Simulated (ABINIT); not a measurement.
# Quasiparticle gap of LiH (Fm-3m) in ABINIT

How does a plane-wave GW calculation on LiH (Fm-3m) run from the first input to the gap?

Main program and level: ABINIT 10.8.3; PBE and many-body steps on it, plane waves.

The database entry behind the starting cell differs from later determinations by our own check (the deuteride, about 0.2 % short), so it need not match the best structure at ambient conditions.

### Step 1. The structure

It takes space group Fm-3m (No. 225, cubic). Conventional cell: a = 4.074 Å, b = 4.074 Å, c = 4.074 Å, α = 90.00°, β = 90.00°, γ = 90.00°. Nearest to Li lie 6 H at 2.04 Å. H has 6 Li at 2.04 Å nearest. Farther neighbours are not listed.

The cell and positions come from the Crystallography Open Database and are kept as given unless a step says otherwise.

### Step 2. Ground state

This step: ABINIT 10.8.3; DFT, PBE, plane waves, norm-conserving pseudopotentials.

The ground-state density comes first.

run.abi reads:

```
acell 3*1.0 Angstrom
rprim 
  -0.000000000000 2.036750000000 2.036750000000
  2.036750000000 -0.000000000000 2.036750000000
  2.036750000000 2.036750000000 -0.000000000000
ntypat 2
znucl 3 1
natom 2
typat 1 2
xred 
  0.000000000000 0.000000000000 0.000000000000
  0.500000000000 0.500000000000 0.500000000000
pp_dirpath "pseudos"
pseudos "Li.upf, H.upf"
ecut 33
ngkpt 8 8 8
nshiftk 1
shiftk 0 0 0
kptopt 1
chksymbreak 0
nband 7
occopt 1
tolvrs 1e-10
nstep 60
prtwf 0
optforces 0
optstress 0
indata_prefix "in"
outdata_prefix "out"
tmpdata_prefix "tmp"
```

Run with:

```sh
OMP_NUM_THREADS=1 mpirun -n 8 abinit run.abi > log
```

Numbers of over 12 decimals in the logs are rounded to 6 here.

The program printed:

```text
.Version 10.8.3 of ABINIT. v10.8.2 released Aug 2026.

 Symmetries : space group Fm -3 m (#225); Bravais cF (face-center cubic)
================================================================================
 Values of the parameters that define the memory need of the present run
     intxc =       0    ionmov =       0      iscf =       7    lmnmax =       4
     lnmax =       4     mgfft =      30  mpssoang =       2    mqgrid =    3001
     natom =       2  nloc_mem =       1    nspden =       1   nspinor =       1
    nsppol =       1      nsym =      48    n1xccc =       0    ntypat =       2
    occopt =       1   xclevel =       2
-    mband =           7        mffmem =           1         mkmem =           4
       mpw =        1042          nfft =       27000          nkpt =          29
================================================================================
  Rough estimation (10% accuracy) of disk space for files :
================================================================================

--------------------------------------------------------------------------------
------------- Echo of variables that govern the present computation ------------
--------------------------------------------------------------------------------
 -outvars: echo values of preprocessed input variables --------
            acell      1.8897261259E+00  1.8897261259E+00  1.8897261259E+00 Bohr

      chksymbreak           0
             ecut      3.30000000E+01 Hartree
-          fftalg         312

              ixc     -101130
              kpt      0.00000000E+00  0.00000000E+00  0.00000000E+00
                       1.25000000E-01  0.00000000E+00  0.00000000E+00
                       2.50000000E-01  0.00000000E+00  0.00000000E+00
                       3.75000000E-01  0.00000000E+00  0.00000000E+00
                       5.00000000E-01  0.00000000E+00  0.00000000E+00
                       1.25000000E-01  1.25000000E-01  0.00000000E+00
                       2.50000000E-01  1.25000000E-01  0.00000000E+00
                       3.75000000E-01  1.25000000E-01  0.00000000E+00
                       5.00000000E-01  1.25000000E-01  0.00000000E+00
   [... 18 further rows ...]
                      -3.75000000E-01  5.00000000E-01  1.25000000E-01
                      -2.50000000E-01  5.00000000E-01  2.50000000E-01
         kptrlatt        8    0    0      0    8    0      0    0    8
          kptrlen      4.35453291E+01
P           mkmem           4
            natom           2
            nband           7
            ngfft          30      30      30
             nkpt          29
            nstep          60
             nsym          48
           ntypat           2
              occ      2.000000  2.000000  0.000000  0.000000  0.000000  0.000000
                       0.000000
        optforces           0
        optstress           0
            prtwf           0
            rprim     -0.0000000000E+00  2.0367500000E+00  2.0367500000E+00
[...]
spgroup         225

           tolvrs      1.00000000E-10

             xred      0.0000000000E+00  0.0000000000E+00  0.0000000000E+00
[...]
znucl        3.00000    1.00000

================================================================================

 chkinp: Checking input parameters for consistency.

================================================================================
== DATASET  1 ==================================================================
-   mpi_nproc: 8, omp_nthreads: 1 (-1 if OMP is not activated)

--- !DatasetInfo
iteration_state: {dtset: 1, }
dimensions: {natom: 2, nkpt: 29, mband: 7, nsppol: 1, nspinor: 1, nspden: 1, mpw: 1042, }
cutoff_energies: {ecut:  33.0, pawecutdg:  -1.0, }
electrons: {nelect:   4.00000000E+00, charge:   0.00000000E+00, occopt:   1.00000000E+00, tsmear:   1.00000000E-02, }

 Real(R)+Recip(G) space primitive vectors, cartesian coordinates (Bohr,Bohr^-1):
 R(1)=  0.0000000  3.8488997  3.8488997  G(1)= -0.1299073  0.1299073  0.1299073
 R(2)=  3.8488997  0.0000000  3.8488997  G(2)=  0.1299073 -0.1299073  0.1299073
 R(3)=  3.8488997  3.8488997  0.0000000  G(3)=  0.1299073  0.1299073 -0.1299073
 Unit cell volume ucvol=  1.1403542E+02 bohr^3
 Angles (23,13,12)=  6.00000000E+01  6.00000000E+01  6.00000000E+01 degrees

 getcut: wavevector=  0.0000  0.0000  0.0000  ngfft=  30  30  30
         ecut(hartree)=     33.000   => boxcut(ratio)=   2.13368

--- Pseudopotential description ------------------------------------------------
- Li Generated using ONCVPSP code by D. R. Hamann
-  3.00000   3.00000  171031                  znucl, zion, pspdat
12 -101130 1 -1 1944                          pspcod,pspxc,lmax,lloc,mmax
     nproj     2     2
  pspatm : epsatm=    2.74360059
         --- l  ekb(1:nproj) -->
[...]
pspatm: atomic psp has been read  and splines computed

- H Generated using ONCVPSP code by D. R. Hamann
-  1.00000   1.00000  171031                  znucl, zion, pspdat
12 -101130 1 -1 1166                          pspcod,pspxc,lmax,lloc,mmax
     nproj     2     1
  pspatm : epsatm=    0.36186929
         --- l  ekb(1:nproj) -->
             0   -1.701123   -0.534484
             1   -0.503321
 pspatm: atomic psp has been read  and splines computed

   1.24218795E+01                                ecore*ucvol(ha*bohr**3)
--------------------------------------------------------------------------------

_setup2: Arith. and geom. avg. npw (full set) are    1032.553    1032.522

================================================================================

--- !BeginCycle
iteration_state: {dtset: 1, }
solver: {iscf: 7, nstep: 60, nline: 4, wfoptalg: 0, }
tolerances: {tolvrs: 1.00E-10, }

     iter   Etot(hartree)      deltaE(h)  residm     vres2
 ETOT  1  -7.811692    -7.812E+00 6.179E-02 2.587E+01
 ETOT  2  -7.817687    -5.995E-03 2.470E-04 4.040E-01
 ETOT  3  -7.817700    -1.248E-05 1.186E-04 6.596E-03
 ETOT  4  -7.817700    -1.199E-07 2.107E-04 1.152E-04
 ETOT  5  -7.817700    -3.355E-09 9.743E-05 1.581E-07
 ETOT  6  -7.817700    -7.532E-12 9.509E-05 2.306E-09
 ETOT  7  -7.817700    -1.954E-14 3.678E-05 2.465E-11

 At SCF step    7       vres2   =  2.47E-11 < tolvrs=  1.00E-10 =>converged.

--- !ResultsGS
iteration_state: {dtset: 1, }
comment   : Summary of ground state results
lattice_vectors:
- [ -0.0000000,   3.8488997,   3.8488997, ]
- [  3.8488997,  -0.0000000,   3.8488997, ]
- [  3.8488997,   3.8488997,  -0.0000000, ]
lattice_lengths: [   5.44317,    5.44317,    5.44317, ]
lattice_angles: [ 60.000,  60.000,  60.000, ] # degrees, (23, 13, 12)
lattice_volume:   1.1403542E+02
convergence: {deltae: -1.954E-14, res2:  2.465E-11, residm:  3.678E-05, diffor:  0.000E+00, }
etotal    :  -7.81769999E+00
entropy   :   0.00000000E+00
fermie    :  -1.27892219E-02
cartesian_stress_tensor: null
pressure_GPa: null
xred      :
- [  0.0000E+00,   0.0000E+00,   0.0000E+00, Li]
- [  5.0000E-01,   5.0000E-01,   5.0000E-01,  H]
cartesian_forces: null
force_length_stats: {min: null, max: null, mean: null, }

 Integrated electronic density in atomic spheres:
 ------------------------------------------------
 Atom  Sphere_radius  Integrated_density
    1        2.00000          2.24993717
    2        2.00000          1.27207296
================================================================================

 ----iterations are completed or convergence reached----

 Mean square residual over all n,k,spin=   27.132E-08; max=  36.778E-06
 reduced coordinates (array xred) for    2 atoms
       0.000000000000      0.000000000000      0.000000000000
       0.500000000000      0.500000000000      0.500000000000
 rms dE/dt=  0.0000E+00; max dE/dt=  0.0000E+00; dE/dt below (all hartree)
    1       0.000000000000      0.000000000000      0.000000000000
    2       0.000000000000      0.000000000000      0.000000000000

 cartesian coordinates (angstrom) at end:
    1      0.000000     0.000000     0.000000
    2      2.036750     2.036750     2.036750
 length scales=  1.889726125908  1.889726125908  1.889726125908 bohr
              =  1.000000000000  1.000000000000  1.000000000000 angstroms
 prteigrs : about to open file out_EIG
 Fermi (or HOMO) energy (hartree) =  -0.01279   Average Vxc (hartree)=  -0.30380
 Eigenvalues (hartree) for nkpt=  29  k points:
 kpt#   1, nband=  7, wtk=  0.00195, kpt=  0.0000  0.0000  0.0000 (reduced coord)
  -1.64081   -0.20586    0.55593    0.62682    0.62682    0.62682    0.79790
 prteigrs : prtvol=0 or 1, do not print more k-points.

--- !EnergyTerms
iteration_state     : {dtset: 1, }
comment             : Components of total free energy in Hartree
kinetic             :  5.77687050537605E+00
hartree             :  1.64440145734381E+00
xc                  : -2.05284246565355E+00
Ewald energy        : -3.40272690322020E+00
psp_core            :  1.08930009251063E-01
local_psp           : -5.17068083719169E+00
non_local_psp       : -4.72165175675936E+00
total_energy        : -7.81769999085388E+00
total_energy_eV     : -2.12730454006327E+02
band_energy         : -3.46840377958160E+00

== END DATASET(S) ==============================================================
================================================================================

 -outvars: echo values of variables after computation  --------
           etotal     -7.8176999909E+00
            nband           7
             nkpt          29
          spgroup         225
 [... the other variables as echoed above ...]

 Calculation completed.
```

It took 2 s on 8 MPI ranks of Intel Xeon Platinum 8488C (Sapphire Rapids), shared host; peak memory 0.07 GiB; 14 s of CPU time.

This step gave:

```
total energy               : -212.7305 eV
gap                        : 3.022 eV
k of the valence top       : 0.5, 0.5, 0
k of the conduction bottom : 0.5, 0.5, 0
least direct gap           : 3.022 eV
```

The gap is direct, at (0.500, 0.500, 0.000).

### Step 3. Bands along the symmetry lines

Levels along a band path, at the cheap level, show where the edges lie and whether the meshes to come will hold them.

run.abi reads:

```
acell 3*1.0 Angstrom
rprim 
  -0.000000000000 2.036750000000 2.036750000000
  2.036750000000 -0.000000000000 2.036750000000
  2.036750000000 2.036750000000 -0.000000000000
ntypat 2
znucl 3 1
natom 2
typat 1 2
xred 
  0.000000000000 0.000000000000 0.000000000000
  0.500000000000 0.500000000000 0.500000000000
pp_dirpath "pseudos"
pseudos "Li.upf, H.upf"
ecut 33
iscf -2
irdden 1
kptopt 0
nkpt 50
kpt 
  0.00000000 0.00000000 0.00000000
  0.06250000 0.00000000 0.06250000
  0.12500000 0.00000000 0.12500000
  0.18750000 0.00000000 0.18750000
  0.25000000 0.00000000 0.25000000
  0.31250000 0.00000000 0.31250000
  0.37500000 0.00000000 0.37500000
  0.43750000 0.00000000 0.43750000
  0.50000000 0.00000000 0.50000000
  0.51562500 0.03125000 0.51562500
  0.53125000 0.06250000 0.53125000
  0.54687500 0.09375000 0.54687500
  0.56250000 0.12500000 0.56250000
  0.57812500 0.15625000 0.57812500
  0.59375000 0.18750000 0.59375000
  0.60937500 0.21875000 0.60937500
  0.62500000 0.25000000 0.62500000
  0.37500000 0.37500000 0.75000000
  0.32812500 0.32812500 0.65625000
  0.28125000 0.28125000 0.56250000
  0.23437500 0.23437500 0.46875000
  0.18750000 0.18750000 0.37500000
  0.14062500 0.14062500 0.28125000
  0.09375000 0.09375000 0.18750000
  0.04687500 0.04687500 0.09375000
  0.00000000 0.00000000 0.00000000
  0.06250000 0.06250000 0.06250000
  0.12500000 0.12500000 0.12500000
  0.18750000 0.18750000 0.18750000
  0.25000000 0.25000000 0.25000000
  0.31250000 0.31250000 0.31250000
  0.37500000 0.37500000 0.37500000
  0.43750000 0.43750000 0.43750000
  0.50000000 0.50000000 0.50000000
  0.50000000 0.46875000 0.53125000
  0.50000000 0.43750000 0.56250000
  0.50000000 0.40625000 0.59375000
  0.50000000 0.37500000 0.62500000
  0.50000000 0.34375000 0.65625000
  0.50000000 0.31250000 0.68750000
  0.50000000 0.28125000 0.71875000
  0.50000000 0.25000000 0.75000000
  0.50000000 0.21875000 0.71875000
  0.50000000 0.18750000 0.68750000
  0.50000000 0.15625000 0.65625000
  0.50000000 0.12500000 0.62500000
  0.50000000 0.09375000 0.59375000
  0.50000000 0.06250000 0.56250000
  0.50000000 0.03125000 0.53125000
  0.50000000 0.00000000 0.50000000
istwfk *1
nband 9
nbdbuf 2
tolwfr 1e-08
nstep 40
prtwf 0
prtvol 0
indata_prefix "in"
outdata_prefix "out"
tmpdata_prefix "tmp"
```

The program printed:

```text
.Version 10.8.3 of ABINIT. v10.8.2 released Aug 2026.

 Symmetries : space group Fm -3 m (#225); Bravais cF (face-center cubic)
[... echo of the input left out ...]
== DATASET  1 ==================================================================
-   mpi_nproc: 8, omp_nthreads: 1 (-1 if OMP is not activated)

--- !DatasetInfo
iteration_state: {dtset: 1, }
dimensions: {natom: 2, nkpt: 50, mband: 9, nsppol: 1, nspinor: 1, nspden: 1, mpw: 1056, }
cutoff_energies: {ecut:  33.0, pawecutdg:  -1.0, }
electrons: {nelect:   4.00000000E+00, charge:   0.00000000E+00, occopt:   1.00000000E+00, tsmear:   1.00000000E-02, }

 Real(R)+Recip(G) space primitive vectors, cartesian coordinates (Bohr,Bohr^-1):
 R(1)=  0.0000000  3.8488997  3.8488997  G(1)= -0.1299073  0.1299073  0.1299073
 R(2)=  3.8488997  0.0000000  3.8488997  G(2)=  0.1299073 -0.1299073  0.1299073
 R(3)=  3.8488997  3.8488997  0.0000000  G(3)=  0.1299073  0.1299073 -0.1299073
 Unit cell volume ucvol=  1.1403542E+02 bohr^3
 Angles (23,13,12)=  6.00000000E+01  6.00000000E+01  6.00000000E+01 degrees

 getcut: wavevector=  0.0000  0.0000  0.0000  ngfft=  30  30  30
         ecut(hartree)=     33.000   => boxcut(ratio)=   2.13368

--- Pseudopotential description ------------------------------------------------
- Li Generated using ONCVPSP code by D. R. Hamann
-  3.00000   3.00000  171031                  znucl, zion, pspdat
12 -101130 1 -1 1944                          pspcod,pspxc,lmax,lloc,mmax
     nproj     2     2
  pspatm : epsatm=    2.74360059
         --- l  ekb(1:nproj) -->
             0   -4.951544   -1.544797
             1   -2.250661   -0.474685
 pspatm: atomic psp has been read  and splines computed

- H Generated using ONCVPSP code by D. R. Hamann
-  1.00000   1.00000  171031                  znucl, zion, pspdat
12 -101130 1 -1 1166                          pspcod,pspxc,lmax,lloc,mmax
     nproj     2     1
  pspatm : epsatm=    0.36186929
         --- l  ekb(1:nproj) -->
             0   -1.701123   -0.534484
             1   -0.503321
 pspatm: atomic psp has been read  and splines computed

--------------------------------------------------------------------------------

================================================================================
 prteigrs : about to open file out_EIG
 Non-SCF case, kpt    1 (  0.00000  0.00000  0.00000), residuals and eigenvalues=
  1.04E-09  5.73E-09  1.06E-09  9.15E-09  1.08E-09  6.52E-09  3.73E-09  6.83E-07
  9.41E-08
 -1.6408E+00 -2.0586E-01  5.5593E-01  6.2682E-01  6.2682E-01  6.2682E-01
[...]
Non-SCF case, kpt    2 (  0.06250  0.00000  0.06250), residuals and eigenvalues=
  4.88E-09  5.09E-09  3.30E-09  6.01E-10  5.35E-10  9.11E-10  8.80E-09  1.05E-07
  1.20E-07
 -1.6407E+00 -2.0249E-01  5.3564E-01  5.9928E-01  5.9928E-01  6.4245E-01
[...]
Non-SCF case, kpt    3 (  0.12500  0.00000  0.12500), residuals and eigenvalues=
  3.91E-09  2.31E-09  2.95E-09  8.49E-10  2.84E-09  5.00E-09  1.54E-09  2.70E-06
  8.58E-09
 -1.6405E+00 -1.9235E-01  4.9312E-01  5.4826E-01  5.4826E-01  6.5630E-01
[...]
Non-SCF case, kpt   49 (  0.50000  0.03125  0.53125), residuals and eigenvalues=
[...]
-1.6390E+00 -1.3086E-02  9.9547E-02  3.6416E-01  3.7742E-01  5.0546E-01
[...]
Non-SCF case, kpt   50 (  0.50000  0.00000  0.50000), residuals and eigenvalues=
[...]
-1.6390E+00 -1.2789E-02  9.8269E-02  3.7629E-01  3.7629E-01  4.9077E-01
[...]
--- !ResultsGS
iteration_state: {dtset: 1, }
comment   : Summary of ground state results
lattice_vectors:
- [ -0.0000000,   3.8488997,   3.8488997, ]
- [  3.8488997,  -0.0000000,   3.8488997, ]
- [  3.8488997,   3.8488997,  -0.0000000, ]
lattice_lengths: [   5.44317,    5.44317,    5.44317, ]
lattice_angles: [ 60.000,  60.000,  60.000, ] # degrees, (23, 13, 12)
lattice_volume:   1.1403542E+02
convergence: {deltae:  0.000E+00, res2:  0.000E+00, residm:  9.990E-09, diffor:  0.000E+00, }
etotal    :  -7.81769999E+00
entropy   :   0.00000000E+00
fermie    :  -1.27892219E-02
cartesian_stress_tensor: null
pressure_GPa: null
xred      :
- [  0.0000E+00,   0.0000E+00,   0.0000E+00, Li]
- [  5.0000E-01,   5.0000E-01,   5.0000E-01,  H]
cartesian_forces: null
force_length_stats: {min: null, max: null, mean: null, }

 Integrated electronic density in atomic spheres:
 ------------------------------------------------
 Atom  Sphere_radius  Integrated_density
[...]
================================================================================

 ----iterations are completed or convergence reached----

 Mean square residual over all n,k,spin=   29.651E-10; max=  99.900E-10
 reduced coordinates (array xred) for    2 atoms
       0.000000000000      0.000000000000      0.000000000000
       0.500000000000      0.500000000000      0.500000000000

 cartesian coordinates (angstrom) at end:
    1      0.000000     0.000000     0.000000
    2      2.036750     2.036750     2.036750
 length scales=  1.889726125908  1.889726125908  1.889726125908 bohr
              =  1.000000000000  1.000000000000  1.000000000000 angstroms
 prteigrs : about to open file out_EIG
 Eigenvalues (hartree) for nkpt=  50  k points:
 kpt#   1, nband=  9, wtk=  1.00000, kpt=  0.0000  0.0000  0.0000 (reduced coord)
[...]
kpt#   2, nband=  9, wtk=  1.00000, kpt=  0.0625  0.0000  0.0625 (reduced coord)
[...]
kpt#   3, nband=  9, wtk=  1.00000, kpt=  0.1250  0.0000  0.1250 (reduced coord)
[...]
kpt#  49, nband=  9, wtk=  1.00000, kpt=  0.5000  0.0313  0.5313 (reduced coord)
  -1.63896   -0.01309    0.09955    0.36416    0.37742    0.50546    0.59859    1.20315
   1.22809
 kpt#  50, nband=  9, wtk=  1.00000, kpt=  0.5000  0.0000  0.5000 (reduced coord)
  -1.63897   -0.01279    0.09827    0.37629    0.37629    0.49077    0.59808    1.22697
   1.22753

== END DATASET(S) ==============================================================
================================================================================

 -outvars: echo values of variables after computation  --------
            nband           9
             nkpt          50
          spgroup         225
 [... the other variables as echoed above ...]

 Calculation completed.
```

It took 1.9 s on 8 MPI ranks; peak memory 0.07 GiB; 14 s of CPU time.

This step gave:

* gap: 3.022 eV
* k of the valence top: 0.5, 0, 0.5
* k of the conduction bottom: 0.5, 0, 0.5
* least direct gap: 3.022 eV

The gap is 3.022 eV, as in the run before at this level.

The electronic bands at the labelled points (eV, zero at the top of the highest filled band; v1 is the highest filled band, c1 the lowest empty one):

```tsv
point	v2	v1	c1	c2	c3	c4
Γ	-44.30	-5.25	15.48	17.40	17.40	17.40
halfway	-44.28	-3.75	10.13	12.73	12.73	15.96
X	-44.25	0.00	3.02	10.59	10.59	13.70
halfway	-44.25	-0.08	3.30	8.96	10.86	15.50
U	-44.25	-0.47	4.13	7.41	11.68	15.68
jump to K	-44.25	-0.47	4.13	7.41	11.68	15.68
halfway	-44.27	-3.67	9.75	9.89	15.65	16.99
Γ	-44.30	-5.25	15.48	17.40	17.40	17.40
halfway	-44.28	-4.21	9.46	14.60	16.21	16.21
L	-44.26	-2.49	4.80	13.25	16.07	16.07
halfway	-44.26	-1.61	5.00	8.66	12.93	15.97
W	-44.25	-0.20	5.24	5.24	11.40	17.12
halfway	-44.25	-0.10	3.58	7.93	10.99	16.83
X	-44.25	0.00	3.02	10.59	10.59	13.70
```

The electronic bands as a text plot (rows in eV, shown from -8.0 to 9.0 only):

```
    8.7 |              ++     ++                      +       +
    8.0 |       ++       +    ++             ++              +
    7.2 |                 ++++                         +
    6.5 |                   ++                 +        +   +
    5.8 |         +                                      + +
    5.1 |                  +                    +++++++++++
    4.4 |                 +                                ++
    3.7 |          ++   ++                                   +
    3.0 |            +++                                      +++
    2.3 |
    1.6 |
    0.9 |
    0.2 |            ****                                  ******
   -0.6 |          **    **                             ***
   -1.3 |                  *                          **
   -2.0 |         *         **                      **
   -2.7 |       **            **                ****
   -3.4 |                       *            ***
   -4.1 |    ***                 **         *
   -4.8 | ***                      ***   ***
   -5.5 |*                            ***
   -6.2 |
   -6.9 |
   -7.6 |
         Γ           X  U|K            Γ         L        W     X
```

(Part 1 of 2 ends here.)

[Paths, hosts, dates, memory and timing lines, banners, echoed tables and standing remarks are left out of the program output.]

[Logs are printed without paths, hosts, clocks, repeated set-up lines and the standing remarks that a program may print on its own settings, such as how far it seeks lower states.]

[Runs of the session that timed out or met a known fault of the program may be left out.]

[Hosts, paths, dates, database ids (printed as entryN), source tags and the programs' standing remarks are cut or masked in the printed files.]

[G0W0 gaps are taken among the corrected bands and points alone; a level outside them can change the order at an edge.]

[Where Ansatz stands beside ABINIT at settings called matched, ABINIT's density can come from a denser mesh and the files from another edition; pairs whose starting gaps differed by over 0.03 eV were left out, so agreement reads better than it is.]
